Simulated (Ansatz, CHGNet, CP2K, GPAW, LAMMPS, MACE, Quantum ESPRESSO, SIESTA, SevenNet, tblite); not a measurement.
## Amorphous Si (114 atoms) in Quantum ESPRESSO

Aim: run amorphous Si (114 atoms) in Quantum ESPRESSO and see how near its forces come to a plane-wave reference, and at what cost.

Main program and level: Quantum ESPRESSO 7.5; the method is named at each step.

## (1) The structure

The cell holds 114 atoms: 114 Si. Cell: a = 13.280 Å, b = 13.280 Å, c = 13.280 Å, α = 90.0°, β = 90.0°, γ = 90.0°. 114 atoms (114 Si) placed at random at 2.27 g/cm³, melted at 3500 K for 10 ps at fixed volume with the Tersoff potential (Tersoff, Phys. Rev. B 39, 5566 (1989)). Quenched from 3500 K to 700 K at 10 K/ps and fixed volume, annealed at 1200 K for 20 ps, held 5 ps.

The yardstick, on the same geometry:

- method: Kohn-Sham DFT, PBE, PAW, plane waves (Ansatz 0.2.0); cutoff 420 eV, Γ point, fermi-dirac smearing of 0.05 eV; PAW set soft_2
- r.m.s. force component: 0.8109 eV/Å
- longest force: 3.958 eV/Å
- pressure: 0.7867 GPa
- SCF cycles: 10
- time: 14 s on 8 threads of Arm Neoverse V2, shared host
- CPU time: 1.7 min

## (2) PBE, sssp-1.3.0-efficiency, 45/360 Ry

Method: Kohn-Sham DFT, PBE, SSSP efficiency 1.3.0 pseudopotentials, plane waves.

pw.in reads:

```
&control
  calculation = 'scf'
  pseudo_dir = './pseudo'
  outdir = './tmp'
  disk_io = 'none'
  tprnfor = .true.
  tstress = .true.
/
&system
  ibrav = 0
  nat = 114
  ntyp = 1
  ecutwfc = 45
  ecutrho = 360
  nosym = .true.
  occupations = 'smearing'
  smearing = 'fd'
  degauss = 0.003675
/
&electrons
  conv_thr = 5.7e-07
  electron_maxstep = 100
  mixing_beta = 0.2
  mixing_mode = 'local-TF'
  diagonalization = 'david'
/
ATOMIC_SPECIES
Si 28.085 Si.upf
CELL_PARAMETERS angstrom
13.28010 0.00000 0.00000
0.00000 13.28010 0.00000
0.00000 0.00000 13.28010
ATOMIC_POSITIONS crystal
Si 0.27271 0.45527 0.53575
Si 0.65663 0.82404 0.83841
Si 0.28044 0.28470 0.54529
Si 0.68500 0.36899 0.78863
Si 0.31388 0.48726 0.26038
Si 0.30605 0.13398 0.04851
Si 0.54733 0.54833 0.42920
Si 0.80753 0.00961 0.42012
Si 0.33360 0.61136 0.13283
Si 0.27329 0.00607 0.42592
Si 0.34828 0.90577 0.18817
Si 0.84802 0.34094 0.56586
Si 0.67982 0.59206 0.69285
Si 0.09659 0.42724 0.55374
Si 0.06306 0.54724 0.68574
Si 0.92123 0.12448 0.34078
Si 0.86481 0.62757 0.91300
Si 0.20791 0.17096 0.42061
Si 0.69556 0.72938 0.58116
Si 0.35845 0.55137 0.41212
Si 0.45202 0.23569 0.52462
Si 0.85181 0.62236 0.08458
Si 0.63891 0.42288 0.33733
Si 0.04639 0.07653 0.06183
Si 0.71649 0.73996 0.31224
Si 0.55154 0.50120 0.58959
Si 0.88905 0.75281 0.56004
Si 0.56509 0.73474 0.06295
Si 0.45168 0.03915 0.24477
Si 0.17575 0.63924 0.05761
Si 0.91976 0.10176 0.94897
Si 0.22986 0.22526 0.69826
Si 0.65896 0.45675 0.15560
Si 0.15568 0.21279 0.08226
Si 0.69617 0.10654 0.74388
Si 0.81131 0.99279 0.00140
Si 0.06117 0.93045 0.33458
Si 0.45480 0.78686 0.37452
Si 0.25671 0.77330 0.59441
Si 0.50999 0.06460 0.54133
Si 0.45079 0.96640 0.41547
Si 0.85641 0.92455 0.15657
Si 0.05285 0.77062 0.03976
Si 0.99969 0.76421 0.33941
Si 0.06921 0.70790 0.61482
Si 0.73661 0.92882 0.27675
Si 0.40102 0.03122 0.81285
Si 0.65873 0.17291 0.31677
Si 0.38140 0.73789 0.83334
Si 0.10876 0.67394 0.43203
Si 0.38440 0.52609 0.66045
Si 0.07450 0.50858 0.39427
Si 0.99628 0.28205 0.57908
Si 0.28619 0.72410 0.41791
Si 0.70243 0.22642 0.87601
Si 0.25603 0.04752 0.70885
[... 54 atom lines left out ...]
Si 0.85651 0.26712 0.96059
Si 0.63881 0.04135 0.03515
Si 0.62556 0.03781 0.21191
Si 0.22034 0.94236 0.57356
K_POINTS gamma
```

Launch:

```console
> OMP_NUM_THREADS=1 mpirun -np 4 pw.x -in pw.in > output.txt
```

What it wrote:

```text
Program PWSCF
     gamma-point specific algorithms are used
     one sub-group per band group will be used
     scalapack distributed-memory algorithm (size of sub-group:  2*  2 procs)
     Parallelization info
     sticks:   dense  smooth     PW     G-vecs:    dense   smooth      PW
     Min        4509    2251    559               455906   161168   20143
     Max        4512    2254    562               455912   161178   20150
     Sum       18041    9009   2241              1823631   644683   80581
     bravais-lattice index     =            0
     lattice parameter (alat)  =      25.0958  a.u.
     unit-cell volume          =   15805.2233 (a.u.)^3
     number of atoms/cell      =          114
     number of atomic types    =            1
     number of electrons       =       456.00
     number of Kohn-Sham states=          274
     kinetic-energy cutoff     =      45.0000  Ry
     charge density cutoff     =     360.0000  Ry
     scf convergence threshold =      5.7E-07
     mixing beta               =       0.2000
     number of iterations used =            8  local-TF  mixing
     Exchange-correlation= PBE
                           (   1   4   3   4   0   0   0)
     crystal axes: (cart. coord. in units of alat)
               a(1) = (   1.000000   0.000000   0.000000 )
               a(2) = (   0.000000   1.000000   0.000000 )
               a(3) = (   0.000000   0.000000   1.000000 )
     reciprocal axes: (cart. coord. in units 2 pi/alat)
               b(1) = (  1.000000  0.000000  0.000000 )
               b(2) = (  0.000000  1.000000  0.000000 )
               b(3) = (  0.000000  0.000000  1.000000 )
     PseudoPot. # 1 for Si:
     Pseudo is Ultrasoft + core correction, Zval =  4.0
     atomic species   valence    mass     pseudopotential
     Si                4.00    28.08500     Si( 1.00)
     No symmetry found
   Cartesian axes
     number of k points=     1  Fermi-Dirac smearing, width (Ry)=  0.0037
                       cart. coord. in units 2pi/alat
        k(    1) = (   0.0000000   0.0000000   0.0000000), wk =   2.0000000
     Dense  grid:   911816 G-vectors     FFT dimensions: ( 160, 160, 160)
     Smooth grid:   322342 G-vectors     FFT dimensions: ( 108, 108, 108)
     Initial potential from superposition of free atoms
     starting charge     455.9362, renormalised to     456.0000
     Starting wfcs are  456 randomized atomic wfcs
     Self-consistent Calculation
     iteration #  1     ecut=    45.00 Ry     beta= 0.20
     Threshold (ethr) on eigenvalues was too large:
     Diagonalizing with lowered threshold
     total energy              =   -1300.27794564 Ry
     estimated scf accuracy    <       3.29770928 Ry
     iteration #  2     ecut=    45.00 Ry     beta= 0.20
     total energy              =   -1299.47848786 Ry
     estimated scf accuracy    <       2.53821970 Ry
     iteration #  3     ecut=    45.00 Ry     beta= 0.20
     total energy              =   -1299.73067145 Ry
     estimated scf accuracy    <       0.09611656 Ry
     iteration #  4     ecut=    45.00 Ry     beta= 0.20
     total energy              =   -1299.76069380 Ry
     estimated scf accuracy    <       0.03794236 Ry
     iteration #  5     ecut=    45.00 Ry     beta= 0.20
     total energy              =   -1299.76345286 Ry
     estimated scf accuracy    <       0.02007095 Ry
     iteration #  6     ecut=    45.00 Ry     beta= 0.20
     total energy              =   -1299.76588368 Ry
     estimated scf accuracy    <       0.00150515 Ry
     iteration #  7     ecut=    45.00 Ry     beta= 0.20
     c_bands:  1 eigenvalues not converged
     total energy              =   -1299.76612176 Ry
     estimated scf accuracy    <       0.00075798 Ry
     iteration #  8     ecut=    45.00 Ry     beta= 0.20
     c_bands:  2 eigenvalues not converged
     total energy              =   -1299.76624173 Ry
     estimated scf accuracy    <       0.00028648 Ry
     iteration #  9     ecut=    45.00 Ry     beta= 0.20
     total energy              =   -1299.76628082 Ry
     estimated scf accuracy    <       0.00007460 Ry
     iteration # 10     ecut=    45.00 Ry     beta= 0.20
     total energy              =   -1299.76628177 Ry
     estimated scf accuracy    <       0.00004060 Ry
     iteration # 11     ecut=    45.00 Ry     beta= 0.20
     total energy              =   -1299.76628775 Ry
     estimated scf accuracy    <       0.00000736 Ry
     iteration # 12     ecut=    45.00 Ry     beta= 0.20
     total energy              =   -1299.76628815 Ry
     estimated scf accuracy    <       0.00000645 Ry
     iteration # 13     ecut=    45.00 Ry     beta= 0.20
     total energy              =   -1299.76628792 Ry
     estimated scf accuracy    <       0.00000366 Ry
     iteration # 14     ecut=    45.00 Ry     beta= 0.20
     End of self-consistent calculation
          k = 0.0000 0.0000 0.0000 ( 40291 PWs)   bands (ev):
    -6.1582  -5.7241  -5.5652  -5.4477  -5.4226  -5.3509  -5.2764  -5.0377
    -4.9860  -4.9614  -4.8570  -4.7486  -4.7409  -4.6958  -4.6634  -4.6323
    -4.5718  -4.4581  -4.4188  -4.2190  -4.1698  -4.1165  -4.0721  -4.0465
    -3.8644  -3.8143  -3.7771  -3.6460  -3.5402  -3.4984  -3.4172  -3.3566
    -3.2207  -3.1645  -3.1211  -3.0687  -3.0548  -2.9806  -2.9461  -2.8706
    -2.8524  -2.8242  -2.7899  -2.7442  -2.7136  -2.6469  -2.5828  -2.5746
    -2.5125  -2.4804  -2.4079  -2.3583  -2.3074  -2.1725  -2.1224  -2.0631
    -2.0151  -1.9695  -1.8566  -1.8350  -1.7819  -1.7414  -1.6693  -1.5752
    -1.5385  -1.4601  -1.2941  -1.1636  -1.1009  -1.0660  -0.9984  -0.8548
    -0.8265  -0.7468  -0.7021  -0.6072  -0.4965  -0.4538  -0.4163  -0.3732
    -0.2492  -0.1327  -0.1025   0.0237   0.0602   0.0833   0.2222   0.2704
     0.2953   0.3201   0.3927   0.4459   0.5179   0.5350   0.6151   0.6405
[...]
6.5925   6.6595   6.7637   6.8473   6.9173   6.9608   7.0516   7.0779
     7.0997   7.1463   7.2408   7.2612   7.3054   7.3788   7.3920   7.4210
     7.4624   7.5211   7.5416   7.5592   7.5877   7.6336   7.6682   7.6969
     7.7773   7.8126   7.8196   7.8560   7.9003   7.9459   7.9839   7.9994
     8.0841   8.0975   8.1521   8.1641   8.1896   8.2343   8.2721   8.2816
     8.2878   8.3101
     the Fermi energy is     6.0927 ev
!    total energy              =   -1299.76628827 Ry
     estimated scf accuracy    <       0.00000029 Ry
     smearing contrib. (-TS)   =      -0.01168182 Ry
     internal energy E=F+TS    =   -1299.75460645 Ry
     The total energy is F=E-TS. E is the sum of the following terms:
     one-electron contribution =     247.69436028 Ry
     hartree contribution      =      81.19166547 Ry
     xc contribution           =    -699.34778676 Ry
     ewald contribution        =    -929.29284544 Ry
     convergence has been achieved in  14 iterations
     Forces acting on atoms (cartesian axes, Ry/au):
     atom    1 type  1   force =     0.00804650    0.01734844   -0.00024685
     atom    2 type  1   force =    -0.02271704   -0.02359804    0.01614597
     atom    3 type  1   force =     0.03184788   -0.03290283   -0.04449691
     atom    4 type  1   force =     0.01804065    0.01764362   -0.04443359
     atom    5 type  1   force =     0.04196351   -0.02404804   -0.02982262
     atom    6 type  1   force =    -0.00060025   -0.03891150   -0.01097672
     atom    7 type  1   force =    -0.02300963   -0.00145524   -0.05397785
     atom    8 type  1   force =     0.02210422   -0.02493573   -0.00840573
     atom    9 type  1   force =    -0.01031008    0.03490336    0.05289051
     atom   10 type  1   force =     0.05154028   -0.02407228   -0.03246203
     atom   11 type  1   force =     0.01377749   -0.02390045    0.01110149
     atom   12 type  1   force =    -0.14825363    0.03412002    0.02591564
[...]
atom  110 type  1   force =     0.00387381   -0.01112157   -0.03762932
     atom  111 type  1   force =    -0.02633918   -0.00443539    0.01972199
     atom  112 type  1   force =     0.01547893    0.05457666    0.02347978
     atom  113 type  1   force =    -0.04416582    0.01737268   -0.03119139
     atom  114 type  1   force =    -0.00120481    0.00339830    0.02465872
     Total force =     0.584648     Total SCF correction =     0.000802
     Computing stress (Cartesian axis) and pressure
          total   stress  (Ry/bohr**3)                   (kbar)     P=        7.54
   0.00009271   0.00004120  -0.00002380           13.64        6.06       -3.50
   0.00004120  -0.00000413  -0.00006620            6.06       -0.61       -9.74
  -0.00002380  -0.00006620   0.00006525           -3.50       -9.74        9.60
     Message from routine punch:
     Nothing written, as per user request (disk_io='none')
```

Elapsed: 4.5 min, on 4 MPI ranks of Arm Neoverse V2, shared host; peak memory 9.2 GiB; 18 min of CPU time.

Banners, paths, timers and routine set-up lines are dropped from the logs unmarked, and long logs keep their key lines alone; longer cuts are marked.

Numbers from this run, and their distance from the reference:

| Property | Result |
| --- | --- |
| r.m.s. force component | 0.8128 eV/Å |
| r.m.s. difference of force components | 2.086 meV/Å |
| longest difference of force vectors | 10.01 meV/Å |
| force difference over r.m.s. force | 0.2572 % |
| slope of forces against the reference's | 1.002 |
| correlation of force components | 1 |
| pressure | 0.7543 GPa |
| pressure difference | -0.0324 GPa |

The surroundings of Si72, which has 5 bonded neighbours where the commonest count for Si is 4, nearest first, numbered as they follow in the input and with coordinates relative to it.

| atom | x | y | z | distance (Å) | bonds | Fx | Fy | Fz (eV/Å) |
| --- | --- | --- | --- | --- | --- | --- | --- | --- |
| Si72 | 0.00 | 0.00 | 0.00 | 0.00 | 5 | 0.17 | 1.33 | -0.58 |
| Si88 | 1.94 | -1.26 | -0.44 | 2.36 | 4 | 0.98 | 0.07 | -0.36 |
| Si21 | -1.41 | -1.11 | -1.55 | 2.37 | 4 | 0.40 | -0.22 | -0.61 |
| Si73 | -1.33 | 1.01 | 1.74 | 2.41 | 4 | 1.39 | 1.13 | -0.39 |
| Si26 | -0.09 | 2.42 | -0.69 | 2.52 | 4 | 0.41 | -1.08 | 2.03 |
| Si4 | 1.68 | 0.66 | 1.95 | 2.66 | 4 | 0.46 | 0.45 | -1.14 |
| Si51 | -2.31 | 2.75 | 0.25 | 3.60 | 5 | -0.08 | 0.38 | 0.61 |
| Si35 | 1.83 | -2.82 | 1.36 | 3.63 | 4 | 0.42 | -0.87 | -0.60 |
| Si40 | -0.64 | -3.38 | -1.33 | 3.69 | 4 | 0.97 | 0.39 | -0.02 |

Forces lie 0.26 % from the reference's, at 11 times its CPU time (on 4 against 8 cores).

## (3) What came out

```json
{
 "force difference from the reference": "QE PBE, sssp-1.3.0-efficiency, 45/360 Ry, 0.26 %",
 "its CPU time": "18 min"
}
```

What this shows: PBE on plane waves or a grid with other potentials, cutoffs or grids differs from the reference by 0.26 % (QE PBE, sssp-1.3.0-efficiency, 45/360 Ry) of the r.m.s. force; this holds the reference's own error, so differences of a few per cent don't tell which side is nearer the exact PBE result (QE's 45 Ry are 612 eV, against the reference's 420 eV). The quench rate of 10 K/ps is many orders above laboratory rates, so the cell is likely richer in defects and strain than a real sample. The network of bonds at the start is that of the classical potential that made the cell, and needn't be the one that DFT or experiment would give. The electronic-structure runs sample only Γ, in a cell whose shortest periodic width is 13 Å, which is coarse for a cell with partly filled levels.

[Also dropped from logs without a mark: logging warnings of Python, and SIESTA's first energy breakdown and zero terms.]

[Logs are printed without paths, hosts, clocks, repeated set-up lines and the standing remarks that a program may print on its own settings, such as how far it seeks lower states.]

[Hosts, paths, dates, database ids (printed as entryN), source tags and the programs' standing remarks are cut or masked in the printed files.]
